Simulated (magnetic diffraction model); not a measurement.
# Solving a magnetic structure from powder neutron data: AlCuBr₂F₃

Space group Immm (no. 71), a = 4.1590 Å, b = 7.3210 Å, c = 8.7250 Å.

| site | atom | x | y | z |
| --- | --- | --- | --- | --- |
| 4i | Br | 1/2 | 1/2 | 0.2469 |
| 2a | Cu | 0 | 0 | 0 |
| 2c | Al | 1/2 | 1/2 | 0 |
| 2d | F | 0 | 1/2 | 0 |
| 4h | F | 1/2 | 0.2031 | 0 |

The compound is invented for this exercise: a known structure type with other elements, its cell scaled to their sizes and not relaxed.

Only Cu is taken to order (form factors of Cu2+); orders and moment sizes are assumed, and not adapted to the symmetry. Radiation: neutrons of λ = 4.2 Å, 8° to 100°; isotropic B of 0.34 Å² (Br), 0.34 Å² (Cu), 0.47 Å² (Al) and 0.56 Å² (F). The intensities are simulated: I ∝ L Σ (|F_N|² + |F_M⊥|²) for unpolarised neutrons, with F_M = 2.695 fm/μB × Σ f(s) S exp(2πi Q·r) exp(−B s²) at Q = H ± k (one set where k and −k are equivalent), only the part normal to Q counting and L = 1/(sin²θ cos θ). For collinear order S is the moment m, which repeats by lattice and centring translations R with the sign exp(−2πi k·R). Form factors are spin-only for 3d ions and dipole or tabulated for f ions, scattering lengths are Sears's of 1992, and absorption is left out. A label names one of the reflections at its angle. The strongest nuclear line in the range is 100, and lines under 0.2 are left out.

Above the ordering temperature:

```csv
2θ (°),index,I
43.98,(0 1 1),2.3
57.55,(0 0 2),56.8
68.02,(1 0 1),1.1
70.02,(0 2 0),89.6
71.00,(1 1 0),100.0
96.99,(0 2 2),11.0
97.93,(1 1 2),74.1
```

Below it (cell unchanged):

| 2θ (°) | I |
| --- | --- |
| 43.98 | 3.9 |
| 57.55 | 57.9 |
| 68.02 | 2.8 |
| 70.02 | 89.6 |
| 71.00 | 101.2 |
| 96.99 | 11.4 |
| 97.93 | 75.7 |

**Question.** Find the propagation vector, then choose among these models:
A. collinear moments along [100], 0.84 μB on Cu
B. collinear moments along [010], 0.84 μB on Cu
C. collinear moments along [101], 0.84 μB on Cu

No line moves, and magnetic intensity falls on nuclear lines such as the one at 68.02°, so the magnetic cell equals the chemical primitive cell: k = 0.

Magnetic intensity, observed (below minus above) and for each model:

| 2θ (°) | index | observed | A | B | C |
| --- | --- | --- | --- | --- | --- |
| 43.98 | (0 1 1) | 1.6 | 3.9 | 1.6 | 2.5 |
| 57.55 | (0 0 2) | 1.1 | 1.1 | 1.1 | 0.2 |
| 68.02 | (1 0 1) | 1.7 | 0.3 | 1.7 | 1.2 |
| 70.02 | (0 2 0) | <0.2 | 0.8 | <0.2 | 0.8 |
| 71.00 | (1 1 0) | 1.2 | 0.4 | 1.2 | 1.3 |
| 96.99 | (0 2 2) | 0.4 | 0.9 | 0.4 | 0.6 |
| 97.93 | (1 1 2) | 1.6 | 1.0 | 1.6 | 1.1 |

Model B matches.

The structure used: k = (0 0 0), collinear moments along [010], 0.84 μB on Cu.

[Logs are printed without paths, hosts, clocks, repeated set-up lines and the standing remarks that a program may print on its own settings, such as how far it seeks lower states.]
